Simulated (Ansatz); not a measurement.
# BAs (F-43m): a volume series of phonon spectra, part 2 of 5

Wanted: mode Grüneisen parameters of BAs and a free-energy fit over volumes.

What experiment has found for this phase:
- volume expansion coefficient 11.55 1e-6/K near room temperature (given in “Basic Physical Properties of Cubic Boron Arsenide (three times its linear coefficient)”, 2019, arxiv:1911.11281)
- volume expansion coefficient 10.8 1e-6/K near room temperature (given in “Thermal expansion coefficients of high thermal conducting BAs and BP materials (three times its linear coefficient)”, 2019, arxiv:1906.04101)

Ansatz 0.2.0; DFT LDA, scalar-relativistic, plane waves, PAW.

So far. Step 2 (Probe on a coarse mesh): The start is under -3.9 GPa at this level and looks like an insulator or semiconductor on this mesh.

**4. Tight relaxation**

The thresholds are tightened for a last relaxation ahead of the phonons, and where mesh or smearing change with them the cell follows.

The input, input.yaml:

```yaml
crystal:
  lattice:
    - [0.0, 2.3659270534, 2.3659270534]
    - [2.3659270534, 0.0, 2.3659270534]
    - [2.3659270534, 2.3659270534, 0.0]
  atoms:
    - { symbol: B, position: [0.0, 0.0, 0.0] }
    - { symbol: As, position: [0.25, 0.25, 0.25] }
kpoints:
  mp_grid: { grid: [12, 12, 12] }
hamiltonian:
  xc: lda
scf:
  occupations: { method: fixed }
output:
  forces: true
  stress: true
  eigenvalues: true
  write_density: true
  write_potential: true
  elf: true
  volumetric_format: npy
relax:
  adjacent_minimum: "off"
  f_tol: 0.001
  max_steps: 60
  cell: { stress_tol: 0.01 }
```

The run is started by

```console
$ ansatz run input.yaml --threads 4 --pin off --max-ram 16384MiB --backend cpu --events-out ev --progress --plain --runs-dir out
```

Numbers of over 12 decimals in the logs are rounded to 6 here.

Log:

```text
[...]
Crystal: 2 atoms, lattice volume = 26.487 Å³
Basis set: ecut = 420 eV, 531 PW (Γ)
Bands: 13, of which v1, the nominal top of the filled ones, is band 9 counted from 1 (8 counted from 0)
Symmetry: 24 space group operations
[...]
k-points: 72 of 1728 (time reversal used)
[...]
SCF iter   1: F=—  HF=-4923.533846 eV  |F-HF|=—  |Δ(HF+E_count)|=         —  Δρ=7.26e-3  dr2=1.38e-2  ethr=1.77e-3  ⟨swp⟩=4.3  Hψ=4702  notcnv=0  defer=102
[...]
SCF iter   6: F=-4923.529049 eV  HF=-4923.529049 eV  |F-HF|=1.71e-10  |Δ(HF+E_count)|=   4.78e-8  Δρ=7.00e-6  dr2=4.43e-9  ethr=5.56e-10  ⟨swp⟩=8.6  Hψ=5930  notcnv=0
SCF 1 converged in 6 iterations: F = -4923.529049 eV  dr2 = 4.43e-9
[...]
relax step   1: F+E_penalty+E_count = -4923.52904856 eV  Δ(F+E_penalty+E_count) = +0.000e0 eV  max|allowed force component| = 2.385e-16 eV/Å  Δτ_max = 0.0000 Å  P = +0.030 GPa  Ω = 26.487 Å³  (6 SCF iters, dr2 threshold 1.00e-7 eV, accepted)
Crystal: 2 atoms, lattice volume = 26.491 Å³
[...]
SCF iter   3: F=-4923.529046 eV  HF=-4923.529046 eV  |F-HF|=2.51e-10  |Δ(HF+E_count)|=   2.48e-9  Δρ=3.04e-6  dr2=1.83e-9  ethr=1.27e-11  ⟨swp⟩=6.4  Hψ=4558  notcnv=0
SCF 2 converged in 3 iterations: F = -4923.529046 eV  dr2 = 1.83e-9
relax step   2: F+E_penalty+E_count = -4923.52904615 eV  Δ(F+E_penalty+E_count) = +2.411e-6 eV  max|allowed force component| = 1.061e-16 eV/Å  Δτ_max = 0.0000 Å  P = +0.009 GPa  Ω = 26.491 Å³  energy of the carried Pulay correction = -2.879e-6 eV  (3 SCF iters, dr2 threshold 2.28e-9 eV, accepted)
[...]
SCF iter   1: F=—  HF=-4923.529046 eV  |F-HF|=—  |Δ(HF+E_count)|=         —  Δρ=3.08e-6  dr2=1.92e-9  ethr=6.03e-8  ⟨swp⟩=2.2  Hψ=6973  notcnv=0  defer=130
eigensolver tolerance schedule: the retry pair's looser diagonalisation over-reported the residual by 5661.61 of it (diagonalisation noise at 0.12 of the residual, at the tolerance the schedule requests for it); recorded, not acted on — ethr = c·dr2/N_el stays at c = 1.0e-1
SCF iter   2: F=—  HF=-4923.529046 eV  |F-HF|=—  |Δ(HF+E_count)|=   2.54e-7  Δρ=1.49e-6  dr2=3.76e-10  ethr=1.06e-11  ⟨swp⟩=2.2  Hψ=1576  notcnv=0  defer=13
[...]
SCF iter   5: F=-4923.529046 eV  HF=-4923.529046 eV  |F-HF|=9.09e-13  |Δ(HF+E_count)|=    0.00e0  Δρ=1.11e-8  dr2=2.13e-14  ethr=1.00e-12  ⟨swp⟩=5.8  Hψ=4331  notcnv=0
SCF 3 converged in 5 iterations: F = -4923.529046 eV  dr2 = 2.13e-14
relax step   3: F+E_penalty+E_count = -4923.52904615 eV  Δ(F+E_penalty+E_count) = -1.864e-10 eV  max|allowed force component| = 6.592e-17 eV/Å  Δτ_max = 0.0000 Å  P = +0.009 GPa  Ω = 26.491 Å³  stress off target by 8.84e-3 GPa  SCF on the basis re-selected at this cell (its energy is not comparable with the rows above)  (5 SCF iters)
basis re-selected at this cell: Δ(F+E_penalty+E_count) = -1.864e-10 eV, ΔP = +0.000 GPa vs the last step (what re-selecting the basis moved, of the pressure what is left beyond the Pulay correction that the steps carried, after the strain that the cell walked since its last selection, with what the two solves' SCF thresholds leave and, on support functions, any second-order correction that the steps lacked; it is no  [...]
SCF converged after 5 iterations
Free energy (F): -4923.529046 eV
[...]
Internal energy: -4923.529046 eV  (E = F + TS)
E sigma→0 (E₀):  -4923.529046 eV
Fermi energy:    11.296519 eV
[...]
--- Stress (GPa, compression-positive) ---
        0.008837       0.000000       0.000000
        0.000000       0.008837       0.000000
        0.000000       0.000000       0.008837
  P = ⅓ Tr σ = 0.0088 GPa (0.088 kbar)
--- Band table (eV; the first three rows and the last of 72) ---
  k-point 0: bands = [... 5 lower, -4.3543, 11.2965, 11.2965, 11.2965, 14.5865, 14.5865, 14.5865, 16.3074]
  k-point 1: bands = [... 5 lower, -4.2376, 10.2505, 11.0710, 11.0710, 14.7642, 14.8824, 14.8824, 16.8927]
  k-point 2: bands = [... 5 lower, -3.8911, 8.3032, 10.5961, 10.5961, 14.6889, 15.4944, 15.4944, 18.1481]
  k-point 71: bands = [... 5 lower, 0.0820, 3.2444, 5.6263, 5.9298, 16.5058, 17.3090, 18.0691, 18.5256]
--- Relaxed structure (2 steps of the walk, 2 accepted, 1 SCFs on fresh bases) ---
[...]
cell:  # Å, volume = 26.4909 Å³
    - [0, 2.366042, 2.366042]
    - [2.366042, 0, 2.366042]
    - [2.366042, 2.366042, 0]
  atoms:
    - { symbol: B, position: [0, 0, 0] }
    - { symbol: As, position: [0.25, 0.25, 0.25] }
```

Run time: 1.8 s. Hardware: 4 threads of Arm Neoverse V2, shared host; peak memory 0.33 GiB.

Little changed from the start: no atom moved by 0.005 Å and no cell edge by 0.1 %.

Numbers from this step:

```
pressure          : 0.008837 GPa
gap on the k-mesh : 1.110 eV
volume per atom   : 13.25 Å³
```

Valence density in the ac plane of a cell with a along [110], b along [-110] and c along [001] of the cube at fractional y = 0.000, with atoms of B and As within 0.2 Å of it. It is the smooth field of the valence electrons, not physical close to the nuclei.

Values in e/Å³, 7 rows by 16 columns, each cell a mean:
```
 1  1  1  2  2  1  1  1  1  1  1  2  2  1  1  1
 0  0  2 14 21  5  1  0  0  0  2 14 21  5  1  0
 0  0  1  3  5  1  0  0  0  0  1  3  5  1  0  0
 0  0  0  0  0  0  0  0  0  0  0  0  0  0  0  0
 0  0  0  0  0  0  0  0  0  0  0  0  0  0  0  0
 0  0  0  0  0  0  0  0  0  0  0  0  0  0  0  0
 1  1  0  0  0  0  0  1  1  1  0  0  0  0  0  1
```
Columns run along a (6.7 Å), rows up along c (4.7 Å), edges of the conventional cell, whose origin can differ from the input's. Atoms in or near the plane, at fractional coordinates: B at (0.50, 0.00), B at (0.00, 0.00), As at (0.75, 0.75), As at (0.25, 0.75).

ELF in the ac plane of a cell with a along [110], b along [-110] and c along [001] of the cube at fractional y = 0.000, with atoms of B and As within 0.2 Å of it. It is the smooth field of the valence electrons, not physical close to the nuclei.

Ten even steps from '_' (0.02) to '@' (0.86), each cell a mean:
```
..**@@%%****%%@@**..--@@@@##**##@@@@--
**@@@@##++++##@@@@**##@@%%**==**@@@@##
**%%%%++::::++%%%%**##%%##--..--##%%##
--++**==::::==**++--==****--..--****==
..--++**====**++--....==++++==++++==..
__..--++****++--..____::==******==::__
____..--====--..________::--==--::____
________....______________......______
....____________......______________..
==--..________..--====::__________::==
**++--..____..--++****==::______::==**
--====--....--====--==++==::..::==++==
__--##**====**##--__..++##++==++##++..
```
Columns run along a (6.7 Å), rows up along c (4.7 Å), edges of the conventional cell, whose origin can differ from the input's. Atoms in or near the plane, at fractional coordinates: B at (0.50, 0.00), B at (0.00, 0.00), As at (0.75, 0.75), As at (0.25, 0.75).

Electrostatic potential energy in the ac plane of a cell with a along [110], b along [-110] and c along [001] of the cube at fractional y = 0.000, with atoms of B and As within 0.2 Å of it. With pseudopotentials it is smooth inside the atoms' cores, unlike the true potential.

Ten even steps from '_' (-41 eV) to '@' (22 eV), each cell a mean:
```
__--####****##**::____++##******##++__
++****++****++****++++##++**##****##++
%%##**##@@@@****##%%####++%%@@%%++##%%
%%%%**##@@@@****%%%%%%##++%%@@%%++##%%
%%%%**++****++**%%%%%%##++**##**++##%%
%%%%%%##****##%%%%%%%%%%##******##%%%%
%%%%%%%%%%%%%%%%%%%%%%%%%%%%%%%%%%%%%%
%%%%%%%%%%%%%%%%%%%%%%%%%%%%%%%%%%%%%%
%%%%%%%%%%%%%%%%%%%%%%%%%%%%%%%%%%%%%%
%%%%%%%%%%%%%%%%%%%%%%%%%%%%%%%%%%%%%%
####%%%%%%%%%%%%######%%%%%%%%%%%%%%##
::++##%%%%%%%%##++::--**%%%%%%%%%%**--
__::##%%%%%%%%**..____==##%%%%%%##==__
```
Columns run along a (6.7 Å; values clipped at the 3rd and 97th percentile), rows up along c (4.7 Å), edges of the conventional cell, whose origin can differ from the input's. Atoms in or near the plane, at fractional coordinates: B at (0.50, 0.00), B at (0.00, 0.00), As at (0.75, 0.75), As at (0.25, 0.75).

The residual pressure is 0.0088 GPa, small enough for phonons.

(Continued in part 3 of 5.)

[Logs are printed without paths, hosts, clocks, repeated set-up lines and the standing remarks that a program may print on its own settings, such as how far it seeks lower states.]

[Hosts, paths, dates, database ids (printed as entryN), source tags and the programs' standing remarks are cut or masked in the printed files.]

[A step with changed settings may run another functional than the one named; its input shows which.]

[Of the runs on displaced cells, only some may be shown.]
